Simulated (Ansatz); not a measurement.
# Dielectric function and optical constants of Li4NF (model structure)

What colour and refractive index does Li4NF (model structure) have at this level of theory? The cell was made here by substitution or stacking, whether or not such a phase is known. It was built so: All Cl replaced by F in the R-3m structure of Li4NCl.

Program: Ansatz 0.2.0. Level of theory: DFT, PBE, plane-wave PAW, default files, scalar-relativistic, independent-particle optical response without local fields. Results are calculated unless marked as measured.

### 1. Set-up

It takes space group R-3m (No. 166, trigonal). The conventional cell has a = 3.407 Å, b = 3.407 Å, c = 18.419 Å, α = 90.00°, β = 90.00°, γ = 120.00°. Nearest to F lie 6 Li at 2.34 Å. N has 8 Li at 1.80 to 1.98 Å nearest. Nearest to Li lie 3 N at 1.98 Å and 3 Li at 2.01 Å. Nearest to Li lie 1 N at 1.80 Å and 3 F at 2.34 Å. All Cl replaced by F in the R-3m structure of Li4NCl. Farther neighbours and most contacts between anions are not listed.

### 2. Relaxation

The structure was built or cut out here, so it is relaxed before any spectrum is computed.

This step: DFT, PBE, plane-wave PAW, default files, scalar-relativistic, relaxation (Ansatz 0.2.0).

Input file input.yaml:

```yaml
crystal:
  lattice:
    - [1.70359049, 0.98356843, 6.13981876]
    - [-1.70359049, 0.98356843, 6.13981876]
    - [0.0, -1.96713686, 6.13981876]
  atoms:
    - { symbol: F, position: [0.5, 0.5, 0.5] }
    - { symbol: "N", position: [0.0, 0.0, 0.0] }
    - { symbol: Li, position: [0.34445453, 0.34445453, 0.34445453] }
    - { symbol: Li, position: [0.65554547, 0.65554547, 0.65554547] }
    - { symbol: Li, position: [0.0974799, 0.0974799, 0.0974799] }
    - { symbol: Li, position: [0.9025201, 0.9025201, 0.9025201] }
kpoints:
  mp_grid: { grid: [8, 8, 8] }
scf:
  occupations: { method: fermi_dirac, width: 0.05 }
hamiltonian:
  xc: pbe
  pseudopotentials: { kind: paw }
output:
  forces: true
  stress: true
relax:
  f_tol: 0.02
  max_steps: 50
  cell: {}
```

Started as:

```console
$ ansatz run input.yaml --threads 2 --pin off --max-ram 5120MiB --backend cpu --events-out ev --progress --plain --runs-dir out
```

Numbers of over 12 decimals in the logs are rounded to 6 here.

What it wrote:

```text
basis.fft_grid_basis auto: the FFT boxes are laid along the combinations [[1, 0, -1], [0, 1, -1], [0, 0, 1]] of the cell's own vectors, 3.407, 3.407 and 6.447 Å long. The dense box has 24×24×45 points. Along the cell's own vectors, as sized, it would have 45×45×45, 3.52 times as many. Of the 12 symmetry operations that the crystal satisfies within crystal.symmetry.tolerance (time reversal apart; of a slab, those that [...]
Engine: ansatz 0.2.0, aarch64-unknown-linux-gnu
Pseudopotentials: kind: paw
Pseudopotential: F, paw, valence charge 7, recommended cutoff 420 eV (normal), F.paw.azcp
Pseudopotential: N, paw, valence charge 5, recommended cutoff 420 eV (normal), N.paw.azcp
Pseudopotential: Li, paw, valence charge 3, recommended cutoff 420 eV (normal), Li.paw.azcp
Functional definition: PBE
  parameter kappa = 0.804
  parameter beta = 0.066725
  exchange = pbe_x(kappa = kappa, mu = beta*pi^2/3)
  correlation = pbe_c(beta = beta)
Crystal: 6 atoms, lattice volume = 61.727 Å³
Basis set: ecut = 420 eV, 1209 PW (Γ), FFT grids on a1−a3, a2−a3, a3, exchange–correlation on 48×48×90 points (8 copies of the dense FFT grid, shifted against one another)
Bands: 18, of which v1, the nominal top of the filled ones, is band 12 counted from 1 (11 counted from 0)
Symmetry: 12 space group operations
Space group: R-3m (ITA 166), of the structure as read, at distance tolerance 4.0e-5 Å
k-points: 65 of 512
Non-local potential: F, projectors of the file, l = 0: 2, l = 1: 2, l = 2: 1
Non-local potential: N, projectors of the file, l = 0: 2, l = 1: 2, l = 2: 1
Non-local potential: Li, projectors of the file, l = 0: 3, l = 1: 2, l = 2: 1
PAW form: soft (Blöchl's): semilocal exchange-correlation on the pseudo side does not see the compensation charge
PAW one-centre angular grid: F, 110 points (default); XC on 64 Gauss nodes
PAW one-centre angular grid: N, 110 points (default); XC on 64 Gauss nodes
PAW one-centre angular grid: Li, 110 points (default); XC on 64 Gauss nodes
Initial density: superposition of atomic densities (neutral atoms: chi_scale 0, normalization atom), corrected by the library's trained network
Initial wavefunctions: pseudopotential atomic-orbital guess
Functional: x = pbe(κ = 0.804, μ = 0.219515), c = pbe(β = 0.066725)
SCF iter   1: F=—  HF=-2014.949842 eV  |F-HF|=—  |Δ(HF+E_count)|=         —  Δρ=2.31e-3  dr2=3.54e-3  ethr=1.77e-3  ⟨swp⟩=5.5  Hψ=5359  notcnv=0  defer=10
preconditioner: auto → none  [insulator: Δε(μ)=1.548 eV  Ē_g=11.283 eV  σ=0.050 eV  W_gap=1.00  n_scr=16 (ndim 8)  ℏωp=17.7 eV  f_vac=0.016  D(μ)=0.00/eV (n_scr^D=0)  ε∞_Penn≈3.5]
SCF iter   2: F=—  HF=-2014.949506 eV  |F-HF|=—  |Δ(HF+E_count)|=   3.35e-4  Δρ=1.59e-3  dr2=1.21e-3  ethr=1.48e-5  ⟨swp⟩=2.0  Hψ=2087  notcnv=0  defer=33
SCF iter   3: F=—  HF=-2014.949358 eV  |F-HF|=—  |Δ(HF+E_count)|=   1.48e-4  Δρ=6.87e-4  dr2=2.98e-4  ethr=5.05e-6  ⟨swp⟩=2.0  Hψ=1526  notcnv=0  defer=33
SCF iter   4: F=—  HF=-2014.949411 eV  |F-HF|=—  |Δ(HF+E_count)|=   5.28e-5  Δρ=4.59e-4  dr2=9.76e-5  ethr=1.24e-6  ⟨swp⟩=2.7  Hψ=1560  notcnv=0  defer=33
SCF iter   5: F=—  HF=-2014.949420 eV  |F-HF|=—  |Δ(HF+E_count)|=   8.75e-6  Δρ=1.19e-4  dr2=4.47e-6  ethr=4.07e-7  ⟨swp⟩=2.0  Hψ=1255  notcnv=0  defer=33
SCF iter   6: F=—  HF=-2014.949422 eV  |F-HF|=—  |Δ(HF+E_count)|=   2.23e-6  Δρ=1.65e-5  dr2=1.01e-7  ethr=4.17e-10  ⟨swp⟩=3.0  Hψ=4025  notcnv=0
SCF iter   7: F=-2014.949422 eV  HF=-2014.949422 eV  |F-HF|=2.21e-9  |Δ(HF+E_count)|=   4.53e-8  Δρ=3.11e-6  dr2=2.65e-9  ethr=4.17e-10  ⟨swp⟩=3.0  Hψ=2990  notcnv=0
SCF 1 converged in 7 iterations: F = -2014.949422 eV  dr2 = 2.65e-9
  greatest PAW one-centre occupation: 1.000 electrons in one spin orbital (limit 2), on the Li atom at site 3 (counted from 0), in its partial waves of l = 0
relax step   1: F+E_penalty+E_count = -2014.94942210 eV  Δ(F+E_penalty+E_count) = +0.000e0 eV  max|allowed force component| = 1.538e0 eV/Å  Δτ_max = 0.0000 Å  P = +4.226 GPa  Ω = 61.727 Å³  (7 SCF iters, dr2 threshold 1.00e-7 eV, accepted)
Crystal: 6 atoms, lattice volume = 60.019 Å³
Basis set: ecut = 420 eV, 1171 PW (Γ), FFT grids on a1−a3, a2−a3, a3, exchange–correlation on 48×48×90 points (8 copies of the dense FFT grid, shifted against one another)
Initial density: handed on by an earlier stage of this run
Initial wavefunctions: those handed on with the density
iter 1 solved again at ethr=3.09e-4 eV; its pass at ethr=3.10e-3 eV (dr2=7.42e-2 eV) is discarded
SCF iter   1: F=—  HF=-2015.163521 eV  |F-HF|=—  |Δ(HF+E_count)|=         —  Δρ=1.41e-2  dr2=7.39e-2  ethr=3.09e-4  ⟨swp⟩=1.6  Hψ=6991  notcnv=0
preconditioner: auto → none  [insulator: Δε(μ)=1.117 eV  Ē_g=11.388 eV  σ=0.050 eV  W_gap=1.00  n_scr=16 (ndim 8)  ℏωp=17.9 eV  f_vac=0.000  D(μ)=0.00/eV (n_scr^D=0)  ε∞_Penn≈3.5]
SCF iter   2: F=—  HF=-2015.170573 eV  |F-HF|=—  |Δ(HF+E_count)|=   7.05e-3  Δρ=6.16e-3  dr2=9.79e-3  ethr=3.08e-4  ⟨swp⟩=2.3  Hψ=1787  notcnv=0
SCF iter   3: F=—  HF=-2015.175792 eV  |F-HF|=—  |Δ(HF+E_count)|=   5.22e-3  Δρ=1.14e-3  dr2=3.05e-4  ethr=4.08e-5  ⟨swp⟩=2.8  Hψ=1974  notcnv=0
SCF iter   4: F=—  HF=-2015.176067 eV  |F-HF|=—  |Δ(HF+E_count)|=   2.75e-4  Δρ=1.02e-4  dr2=4.83e-6  ethr=1.27e-6  ⟨swp⟩=2.6  Hψ=1964  notcnv=0
iter 5 did not close the SCF: its close was put off for the readings that it lacked (scf_convergence_deferred on its scf_iter line)
SCF iter   5: F=-2015.176067 eV  HF=-2015.176068 eV  |F-HF|=6.19e-8  |Δ(HF+E_count)|=   9.58e-7  Δρ=3.21e-5  dr2=2.77e-7  ethr=2.01e-8  ⟨swp⟩=2.0  Hψ=1622  notcnv=0
SCF iter   6: F=-2015.176068 eV  HF=-2015.176068 eV  |F-HF|=2.00e-10  |Δ(HF+E_count)|=   2.30e-9  Δρ=4.58e-6  dr2=9.29e-9  ethr=1.15e-9  ⟨swp⟩=2.3  Hψ=3643  notcnv=0
SCF 2 converged in 6 iterations: F = -2015.176068 eV  dr2 = 9.29e-9
relax step   2: F+E_penalty+E_count = -2015.17606753 eV  Δ(F+E_penalty+E_count) = -2.266e-1 eV  max|allowed force component| = 5.639e-1 eV/Å  Δτ_max = 0.1470 Å  P = +2.737 GPa  Ω = 60.019 Å³  energy of the carried Pulay correction = +3.600e-3 eV  (6 SCF iters, dr2 threshold 6.00e-7 eV, accepted)
Crystal: 6 atoms, lattice volume = 60.540 Å³
iter 1 solved again at ethr=1.87e-4 eV; its pass at ethr=3.10e-3 eV (dr2=4.48e-2 eV) is discarded
SCF iter   1: F=—  HF=-2015.224355 eV  |F-HF|=—  |Δ(HF+E_count)|=         —  Δρ=7.35e-3  dr2=4.54e-2  ethr=1.87e-4  ⟨swp⟩=1.4  Hψ=5955  notcnv=0
preconditioner: auto → none  [insulator: Δε(μ)=0.787 eV  Ē_g=11.426 eV  σ=0.050 eV  W_gap=1.00  n_scr=16 (ndim 8)  ℏωp=17.9 eV  f_vac=0.008  D(μ)=0.00/eV (n_scr^D=0)  ε∞_Penn≈3.4]
SCF iter   2: F=—  HF=-2015.217532 eV  |F-HF|=—  |Δ(HF+E_count)|=   6.82e-3  Δρ=2.48e-3  dr2=5.67e-3  ethr=1.87e-4  ⟨swp⟩=2.0  Hψ=1583  notcnv=0
SCF iter   3: F=—  HF=-2015.216587 eV  |F-HF|=—  |Δ(HF+E_count)|=   9.45e-4  Δρ=3.76e-4  dr2=1.38e-4  ethr=2.36e-5  ⟨swp⟩=1.8  Hψ=1256  notcnv=0
SCF iter   4: F=—  HF=-2015.216572 eV  |F-HF|=—  |Δ(HF+E_count)|=   1.55e-5  Δρ=6.39e-5  dr2=2.82e-6  ethr=5.73e-7  ⟨swp⟩=1.1  Hψ=1697  notcnv=0
iter 5 did not close the SCF: its close was put off for the readings that it lacked (scf_convergence_deferred on its scf_iter line)
SCF iter   5: F=-2015.216573 eV  HF=-2015.216573 eV  |F-HF|=1.48e-8  |Δ(HF+E_count)|=   9.62e-7  Δρ=6.31e-6  dr2=2.38e-8  ethr=1.18e-8  ⟨swp⟩=3.0  Hψ=1710  notcnv=0
SCF iter   6: F=-2015.216573 eV  HF=-2015.216573 eV  |F-HF|=2.24e-10  |Δ(HF+E_count)|=   3.39e-9  Δρ=1.65e-6  dr2=9.74e-10  ethr=9.90e-11  ⟨swp⟩=1.0  Hψ=3283  notcnv=0
SCF 3 converged in 6 iterations: F = -2015.216573 eV  dr2 = 9.74e-10
relax step   3: F+E_penalty+E_count = -2015.21657266 eV  Δ(F+E_penalty+E_count) = -4.051e-2 eV  max|allowed force component| = 1.873e-1 eV/Å  Δτ_max = 0.0389 Å  P = +1.374 GPa  Ω = 60.540 Å³  energy of the carried Pulay correction = +2.492e-3 eV  (6 SCF iters, dr2 threshold 6.00e-7 eV, accepted)
[...]
relax step   4: F+E_penalty+E_count = -2015.23484464 eV  Δ(F+E_penalty+E_count) = -1.827e-2 eV  max|allowed force component| = 7.845e-2 eV/Å  Δτ_max = 0.0715 Å  P = +0.892 GPa  Ω = 60.475 Å³  energy of the carried Pulay correction = +2.630e-3 eV  (6 SCF iters, dr2 threshold 6.00e-7 eV, accepted)
[...]
relax step   5: F+E_penalty+E_count = -2015.23672518 eV  Δ(F+E_penalty+E_count) = -1.881e-3 eV  max|allowed force component| = 1.277e-2 eV/Å  Δτ_max = 0.0161 Å  P = +0.083 GPa  Ω = 61.230 Å³  energy of the carried Pulay correction = +1.038e-3 eV  (6 SCF iters, dr2 threshold 6.00e-7 eV, accepted)
[...]
relax step   6: F+E_penalty+E_count = -2015.23674924 eV  Δ(F+E_penalty+E_count) = -2.406e-5 eV  max|allowed force component| = 4.168e-3 eV/Å  Δτ_max = 0.0007 Å  P = +0.033 GPa  Ω = 61.280 Å³  energy of the carried Pulay correction = +9.323e-4 eV  (6 SCF iters, dr2 threshold 9.40e-8 eV, accepted)
[...]
relax step   7: F+E_penalty+E_count = -2015.23671738 eV  Δ(F+E_penalty+E_count) = +3.185e-5 eV  max|allowed force component| = 6.650e-4 eV/Å  Δτ_max = 0.0012 Å  P = -0.001 GPa  Ω = 61.304 Å³  energy of the carried Pulay correction = +8.822e-4 eV  (6 SCF iters, dr2 threshold 1.16e-8 eV, accepted)
[...]
relax step   8: F+E_penalty+E_count = -2015.23745875 eV  Δ(F+E_penalty+E_count) = -7.414e-4 eV  max|allowed force component| = 7.336e-4 eV/Å  Δτ_max = 0.0000 Å  P = +0.005 GPa  Ω = 61.304 Å³  stress off target by 1.42e-1 GPa  SCF on the basis re-selected at this cell (its energy is not comparable with the rows above)  (6 SCF iters)
[...]
relax step   9: F+E_penalty+E_count = -2015.23762581 eV  Δ(F+E_penalty+E_count) = -1.671e-4 eV  max|allowed force component| = 6.932e-4 eV/Å  Δτ_max = 0.0021 Å  P = +0.002 GPa  Ω = 61.264 Å³  energy of the carried Pulay correction = +9.022e-5 eV  (6 SCF iters, dr2 threshold 5.02e-8 eV, accepted)
iter 1 solved again at ethr=1.55e-8 eV; its pass at ethr=3.10e-3 eV (dr2=3.73e-6 eV) is discarded
SCF iter   1: F=—  HF=-2015.237557 eV  |F-HF|=—  |Δ(HF+E_count)|=         —  Δρ=1.89e-5  dr2=1.78e-8  ethr=1.55e-8  ⟨swp⟩=3.0  Hψ=8092  notcnv=0
preconditioner: auto → none  [insulator: Δε(μ)=0.776 eV  Ē_g=11.387 eV  σ=0.050 eV  W_gap=1.00  n_scr=16 (ndim 8)  ℏωp=17.8 eV  f_vac=0.005  D(μ)=0.00/eV (n_scr^D=0)  ε∞_Penn≈3.4]
SCF iter   2: F=—  HF=-2015.237549 eV  |F-HF|=—  |Δ(HF+E_count)|=   7.59e-6  Δρ=9.14e-6  dr2=4.63e-9  ethr=7.43e-11  ⟨swp⟩=2.0  Hψ=1952  notcnv=0
SCF iter   3: F=—  HF=-2015.237550 eV  |F-HF|=—  |Δ(HF+E_count)|=   4.97e-7  Δρ=4.06e-6  dr2=6.47e-10  ethr=1.93e-11  ⟨swp⟩=2.6  Hψ=1610  notcnv=0
SCF iter   4: F=—  HF=-2015.237550 eV  |F-HF|=—  |Δ(HF+E_count)|=   1.13e-7  Δρ=1.33e-6  dr2=7.74e-11  ethr=2.70e-12  ⟨swp⟩=2.3  Hψ=1803  notcnv=0
iter 5 did not close the SCF: its close was put off for the readings that it lacked (scf_convergence_deferred on its scf_iter line)
SCF iter   5: F=-2015.237550 eV  HF=-2015.237550 eV  |F-HF|=3.92e-10  |Δ(HF+E_count)|=   1.29e-8  Δρ=2.49e-7  dr2=3.92e-12  ethr=1.00e-12  ⟨swp⟩=2.8  Hψ=1685  notcnv=0
SCF iter   6: F=-2015.237550 eV  HF=-2015.237550 eV  |F-HF|=6.14e-12  |Δ(HF+E_count)|=  3.88e-10  Δρ=6.38e-8  dr2=8.98e-13  ethr=1.00e-12  ⟨swp⟩=2.0  Hψ=3223  notcnv=0
SCF 10 converged in 6 iterations: F = -2015.237550 eV  dr2 = 8.98e-13
relax step  10: F+E_penalty+E_count = -2015.23754999 eV  Δ(F+E_penalty+E_count) = +7.582e-5 eV  max|allowed force component| = 6.866e-4 eV/Å  Δτ_max = 0.0000 Å  P = -0.001 GPa  Ω = 61.264 Å³  stress off target by 1.42e-2 GPa  SCF on the basis re-selected at this cell (its energy is not comparable with the rows above)  (6 SCF iters)
basis re-selected at this cell: Δ(F+E_penalty+E_count) = +7.582e-5 eV, ΔP = -0.003 GPa vs the last step (what re-selecting the basis moved, of the pressure what is left beyond the Pulay correction that the steps carried, after the strain that the cell walked since its last selection, with what the two solves' SCF thresholds leave and, on support functions, any second-order correction that the steps lacked; it is no m [...]
SCF converged after 6 iterations
Free energy (F): -2015.237550 eV
Harris-Foulkes:  -2015.237550 eV  (|F-HF|=6.14e-12)
Internal energy: -2015.237544 eV  (E = F + TS)
E sigma→0 (E₀):  -2015.237547 eV
Entropy (-TS):   -0.000006 eV (-0.001 meV/atom)
Fermi energy:    4.308243 eV
--- Per-component energies (eV) ---
  E_band       = -387.566598
  E_kinetic    = 427.804377
  E_local      = -1342.205411  (includes V_loc(G=0)·N_el)
  E_nonlocal   = -13.664045
  E_hartree    = 456.526529
  E_xc         = -185.553988
  E_vxc        = -237.505735  (∫ρ·V_xc dr)
  E_paw        = -411.326813  (= ΣΔE_a)
  E_vpaw       = -135.051157  (= ΣTr[D̂ρ^β])
  E_aug_tail   = 0.002295  (compensation charges beyond the density's cutoff)
  E_ewald      = -946.820488
  E_smearing   = -0.000006  (= −TS)
  E_closure    = -0.000000  (closes the sum)
  Σ components = -2015.237550   (vs F -2015.237550, Δ=0.00e0)
--- Forces (eV/Å), atoms counted from 1 ---
  atom   1  F     -0.00000000     0.00000000    -0.00000000
  atom   2  N     -0.00000000     0.00000000     0.00000000
  atom   3  Li     0.00000000     0.00000000     0.00028183
  atom   4  Li    -0.00000000    -0.00000000    -0.00028183
  atom   5  Li    -0.00000000    -0.00000000    -0.00068662
  atom   6  Li     0.00000000     0.00000000     0.00068662
  max |Σ_I F_I| component: 2.08e-17 eV/Å
--- Stress (GPa, compression-positive) ---
        0.005284       0.000000      -0.000000
        0.000000       0.005284      -0.000000
       -0.000000      -0.000000      -0.014197
  P = ⅓ Tr σ = -0.0012 GPa (-0.012 kbar)
--- Relaxed structure (8 steps of the walk, 8 accepted, 2 SCFs on fresh bases) ---
  F+E_penalty+E_count = -2015.23754999 eV   max|allowed force component| = 6.866e-4 eV/Å   (the final SCF, on the basis selected at the relaxed cell)
  cell:  # Å, volume = 61.2644 Å³
    - [1.733784, 1.001001, 5.883385]
    - [-1.733784, 1.001001, 5.883385]
    - [0, -2.002001, 5.883385]
  atoms:
    - { symbol: F, position: [0.5, 0.5, 0.5] }
    - { symbol: N, position: [4.376619364214441e-19, 4.376619364214439e-19, 4.37661936421444e-19] }
    - { symbol: Li, position: [0.351543, 0.351543, 0.351543] }
    - { symbol: Li, position: [0.648457, 0.648457, 0.648457] }
    - { symbol: Li, position: [0.108466, 0.108466, 0.108466] }
    - { symbol: Li, position: [0.891534, 0.891534, 0.891534] }
```

Wall time 14 s (2 threads of Arm Neoverse V2, shared host); peak memory 0.37 GiB; 27 s of CPU time.

Step by step:

```tsv
step	energy less that of the first step (eV)	largest force component (eV/Å)	pressure (GPa)	volume (Å³)
1	0.0000	1.5377	4.23	61.73
2	-0.2266	0.5639	2.74	60.02
3	-0.2672	0.1873	1.37	60.54
4	-0.2854	0.0785	0.89	60.47
5	-0.2873	0.0128	0.08	61.23
6	-0.2873	0.0042	0.03	61.28
7	-0.2873	0.0007	0.00	61.30
8*	-0.2880	0.0007	0.00	61.30
9	-0.2882	0.0007	0.00	61.26
10*	-0.2881	0.0007	0.00	61.26
```

Relaxation steps marked * repeat the geometry before them on a plane-wave basis chosen anew for their cell, so energy and pressure can jump there.

The run keeps the 12 symmetry operations that it works with, so distortions that break them were not tested.

```tsv
conventional cell, symmetrised	before	after	change
a (Å)	3.407	3.468	+1.8 %
b (Å)	3.407	3.468	+1.8 %
c (Å)	18.419	17.650	-4.2 %
volume (Å³/atom)	10.29	10.21	-0.7 %
```

The atoms that moved most (Å, as changes of fractional coordinates times the final cell):

```tsv
atom	dx	dy	dz	length
Li5	0.000	0.000	0.194	0.194
Li6	0.000	0.000	-0.194	0.194
Li3	0.000	0.000	0.125	0.125
Li4	0.000	0.000	-0.125	0.125
```

The relaxed structure:

```cif
data_structure
_symmetry_space_group_name_H-M 'P 1'
_symmetry_Int_Tables_number 1
_cell_length_a 6.2147
_cell_length_b 6.2147
_cell_length_c 6.2147
_cell_angle_alpha 32.399
_cell_angle_beta 32.399
_cell_angle_gamma 32.399
_cell_volume 61.26
loop_
_atom_site_label
_atom_site_type_symbol
_atom_site_fract_x
_atom_site_fract_y
_atom_site_fract_z
_atom_site_occupancy
F1 F 0.50000 0.50000 0.50000 1
N2 N 0.00000 0.00000 0.00000 1
Li3 Li 0.35154 0.35154 0.35154 1
Li4 Li 0.64846 0.64846 0.64846 1
Li5 Li 0.10847 0.10847 0.10847 1
Li6 Li 0.89153 0.89153 0.89153 1
```

The relaxation ends with a largest force component of 6.9e-4 eV/Å and a pressure of 0.00 GPa.

(Part 1 of 3 ends here.)

[Logs are printed without paths, hosts, clocks, repeated set-up lines and the standing remarks that a program may print on its own settings, such as how far it seeks lower states.]

[Hosts, paths, dates, database ids (printed as entryN), source tags and the programs' standing remarks are cut or masked in the printed files.]
